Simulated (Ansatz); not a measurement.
# ScB (built on the sites of a database entry of LaIn): from the cell to its phonons, part 2 of 2

The cell of ScB (built on the sites of a database entry of LaIn) is at rest. What are its phonons? After the zone centre comes a 4×4×4 q mesh on a 12×12×12 k mesh.

Ansatz 0.2.0; DFT LDA, scalar-relativistic, plane waves, PAW.

So far, highest frequency on the path or at a solved wavevector (cm⁻¹): step 3 (phonons on a q mesh) 533.

The structure was built from a prototype and need not be the compound's stable phase.

### 4. Finite displacements in a supercell

Finite displacements in a 2×2×2 supercell give force constants from forces alone. They are exact at the wavevectors that the supercell holds, where they check the linear-response result.

Contents of input.yaml:

```yaml
crystal:
  lattice:
    - [2.903057604, 0.0, 0.0]
    - [0.0, 2.903057604, 0.0]
    - [0.0, 0.0, 2.903057604]
  atoms:
    - { symbol: Sc, position: [0.5, 0.5, 0.5] }
    - { symbol: B, position: [0.0, 0.0, 0.0] }
kpoints:
  mp_grid: { grid: [12, 12, 12] }
hamiltonian:
  xc: lda
scf:
  occupations: { method: methfessel_paxton, width: 0.15 }
output:
  eigenvalues: true
phonons:
  method: fd
  supercell: [2, 2, 2]
  temperatures: { t_max: 1000, t_step: 50 }
  qpath:
    path:
      - [[0.0, 0.0, 0.0], [0.0, 0.5, 0.0], [0.5, 0.5, 0.0], [0.0, 0.0, 0.0], [0.5, 0.5, 0.5], [0.0, 0.5, 0.0]]
      - [[0.5, 0.5, 0.5], [0.5, 0.5, 0.0]]
    npoints: 10
```

Run with:

```bash
ansatz run input.yaml --threads 8 --pin off --max-ram 14336MiB --backend cpu --events-out ev --progress --plain --runs-dir out
```

Numbers of over 12 decimals in the logs are rounded to 6 here.

The log of the run:

```text
[...]
Crystal: 16 atoms, lattice volume = 195.730 Å³
Basis set: ecut = 420 eV, 3887 PW (Γ)
Bands: 77, of which v1, the nominal top of the filled ones, is band 56 counted from 1 (55 counted from 0)
Symmetry: 384 space group operations
k-points: 20 of 216
[...]
SCF iter   1: F=—  HF=-17910.964918 eV  |F-HF|=—  |Δ(HF+E_count)|=         —  Δρ=3.00e-8  dr2=2.19e-12  ethr=1.00e-12  ⟨swp⟩=3.0  Hψ=3944  notcnv=0
[...]
SCF iter   2: F=-17910.964918 eV  HF=-17910.964918 eV  |F-HF|=0.00e0  |Δ(HF+E_count)|=    0.00e0  S|Δr|=    0.00e0  Δρ=1.65e-8  dr2=5.54e-13  ethr=1.00e-12  ⟨swp⟩=2.1  Hψ=2739  notcnv=0
SCF 1 converged in 2 iterations: F = -17910.964918 eV  dr2 = 5.54e-13
[...]
Crystal: 2 atoms, lattice volume = 24.466 Å³
Basis set: ecut = 420 eV, 461 PW (Γ), exchange–correlation on 40×40×40 points (8 copies of the dense FFT grid, shifted against one another)
Bands: 11, of which v1, the nominal top of the filled ones, is band 7 counted from 1 (6 counted from 0)
Symmetry: 48 space group operations
k-points: 84 of 1728
[...]
SCF iter   2: F=-2238.870615 eV  HF=-2238.870615 eV  |F-HF|=4.55e-12  |Δ(HF+E_count)|=   1.20e-9  S|Δr|=    0.00e0  Δρ=2.15e-7  dr2=4.71e-12  ethr=1.00e-12  ⟨swp⟩=3.1  Hψ=2372  notcnv=0
SCF 2 converged in 2 iterations: F = -2238.870615 eV  dr2 = 4.71e-12
[...]
Symmetry: 6 space group operations
k-points: 32 of 216 (time reversal used)
[...]
SCF iter   6: F=-17910.964898 eV  HF=-17910.964898 eV  |F-HF|=0.00e0  |Δ(HF+E_count)|=    0.00e0  S|Δr|=    0.00e0  Δρ=2.02e-8  dr2=6.17e-13  ethr=1.00e-12  ⟨swp⟩=5.1  Hψ=8251  notcnv=0
SCF 3 converged in 6 iterations: F = -17910.964898 eV  dr2 = 6.17e-13
[...]
SCF iter   7: F=-17910.964885 eV  HF=-17910.964885 eV  |F-HF|=0.00e0  |Δ(HF+E_count)|=    0.00e0  S|Δr|=    0.00e0  Δρ=9.49e-9  dr2=2.23e-13  ethr=1.00e-12  ⟨swp⟩=5.0  Hψ=7548  notcnv=0
SCF 4 converged in 7 iterations: F = -17910.964885 eV  dr2 = 2.23e-13
SCF converged after 2 iterations
[...]
Free energy (F): -17910.964918 eV
[...]
Internal energy: -17910.966248 eV  (E = F + TS)
E sigma→0 (E₀):  -17910.965251 eV
Entropy (-TS):   0.001330 eV (0.083 meV/atom)
Fermi energy:    12.498582 eV
[...]
--- Band table (eV; the first three rows and the last of 20) ---
  k-point 0: bands = [... 52 lower, 11.8995, 11.8995, 12.6660, 12.6660, 12.6660, 12.8766, 12.8766, 12.8766, ... 17 higher]
  k-point 1: bands = [... 52 lower, 11.7696, 11.9555, 12.6776, 12.6776, 12.7990, 12.9012, 12.9521, 12.9521, ... 17 higher]
  k-point 2: bands = [... 52 lower, 12.1134, 12.1140, 12.1646, 12.1646, 12.5981, 13.1927, 13.1927, 13.2398, ... 17 higher]
  k-point 19: bands = [... 52 lower, 10.7185, 10.7185, 10.7185, 10.7185, 12.6448, 12.6448, 12.6448, 12.6448, ... 17 higher]
--- Phonons: 2 displaced members + reference (amplitude 0.0025 Å, Σ member SCF iterations 13) ---
  symmetry images taken by strict's conditions (phonons.symmetry_images: auto; settled by no image being taken that strict refuses)
  ASR residual: 3.187e-5 → 0.000e0 eV/Å²; symmetrization residual: 2.626e-6 eV/Å²
  largest component of a force at the reference: 1.2e-27 eV/Å
  ASR residual per site (eV/Å²): 1.45e-5 3.19e-5
  Γ frequencies (cm⁻¹): 0.00 0.00 0.00 359.78 359.78 359.78
[...]
```

The job ended after 9.3 s (8 threads of Intel Xeon Platinum 8488C (Sapphire Rapids), shared host; peak memory 1.2 GiB; 65 s of CPU time).

This step gave:

```yaml
atoms_in_the_supercell: 16
sum_rule_residual_before_enforcement: 3.19e-5 eV/Å²
```

Interpolated from a 2×2×2 supercell, rough between the solved points. The phonon branches at the labelled points (cm⁻¹):

```csv
point,branch 1,branch 2,branch 3,branch 4,branch 5,branch 6
Γ,0,0,0,360,360,360
halfway,123,123,245,357,357,413
X,178,178,349,352,352,458
halfway,141,149,206,372,478,497
M,90,115,115,392,533,533
halfway,121,134,237,364,415,462
Γ,0,0,0,360,360,360
halfway,168,188,188,445,445,453
R,313,313,313,490,490,490
halfway,133,213,245,422,489,502
X,178,178,349,352,352,458
jump to R,313,313,313,490,490,490
halfway,227,227,230,444,516,516
M,90,115,115,392,533,533
```

The phonon branches as a text plot (rows in cm⁻¹):

```
    522 |            *****                                   ****
    500 |           *     *                ***********    ***
    477 |         **      ***            ****   **   ***  **
    455 |      *** *       ***          ***       *   * **  *
    433 |    **   *           *        *           **  *     *
    411 |   *                * *     ***             *        **
    389 |  *     *  *******   * *   *                 * *       *
    366 |*****    **       ********* **                *
    344 |     ****                  *                   **
    322 |        *                            **
    300 |     *                              *  **      * *
    278 |    *                              *    **    *   *
    255 |   *     *                        **     ***       *
    233 |          *         **                   ** **      *
    211 |                  **  *     **  **         ***
    189 |       *   *     *            **  *           ***
    167 |  *  ** ***                *   ***        *    *     *
    144 |    *     ****  * ***  *      *            *  *       *
    122 |   *       ***********      **              **        **
    100 | *           ****    **   *                            *
     78 |  *                    **  *
     56 |**                     *
     33 |*                       * *
     11 |                         *
         Γ      X      M          Γ            R        X|R     M
```

Tetrahedra on a 22×22×22 mesh, mean over bins of 5 cm-1. Interpolated from a 2×2×2 supercell, rough between the solved points. Table of phonon density of states by wavenumber; read off at these points:

```csv
wavenumber (cm⁻¹),phonon density of states (1/cm⁻¹/cell)
2,0
18,3.0e-5
32,2.0e-4
48,4.5e-4
58,7.2e-4
72,0.00125
88,0.00206
102,0.00517
118,0.0197
128,0.0342
132,0.0259
148,0.0203
162,0.0176
172,0.0165
188,0.0138
202,0.0161
212,0.0222
218,0.0209
232,0.0148
248,0.00992
262,0.00708
272,0.00544
288,0.00373
302,0.00217
318,4.5e-4
332,1.2e-4
348,0
358,0.0231
362,0.0220
372,0.0187
388,0.0181
402,0.0138
418,0.0126
432,0.0126
448,0.0136
462,0.0168
478,0.0182
488,0.0203
502,0.0295
518,0.0134
532,0.00142
```

At Γ the two methods differ by at most 0.0 cm⁻¹.

### 5. Results

```yaml
space_group_within_0p01_a: Pm-3m
volume_per_atom: 12.2 Å³
electronic_character: no gap on this mesh
highest_optical_mode_at_the_zone_centre_no_lo_to_term: 360 cm⁻¹
lowest_optical_zone_centre_mode: 360 cm⁻¹
lowest_mode_on_the_q_mesh_acoustic_modes_at_gamma_apart: 82.9 cm⁻¹
highest_frequency_on_the_path_or_at_a_solved_wavevector: 533 cm⁻¹
zero_point_energy_per_atom: 57.3 meV
heat_capacity_at_300_k: 20.4 J/(mol atoms K)
vibrational_entropy_at_300_k: 21.0 J/(mol atoms K)
debye_temperature_second_moment: 631 K
imaginary_modes_on_the_4x4x4_q_mesh: none
```

In words: The structure is a minimum as far as tested: no mode is imaginary at the 10 irreducible wavevectors of the 4×4×4 mesh, and the softest away from the acoustic zeros lies at 83 cm⁻¹. The optical modes at Γ form one degenerate level at 360 cm⁻¹. The highest mode in this list at Γ, 359.8 cm⁻¹, is mostly motion of B (81 % of the kinetic energy). Finite displacements and linear response differ by 0.0 cm⁻¹ in the highest zone-centre mode. With no gap, or one that is small against the smearing, the frequencies hang on the k mesh and the smearing, most of all near Kohn anomalies. The starting cell was built on a prototype and not taken from a measurement, so the phase need not exist. These are harmonic frequencies at zero temperature: anharmonic shifts, linewidths and thermal expansion are left out.

[Logs are printed without paths, hosts, clocks, repeated set-up lines and the standing remarks that a program may print on its own settings, such as how far it seeks lower states.]

[Hosts, paths, dates, database ids (printed as entryN), source tags and the programs' standing remarks are cut or masked in the printed files.]
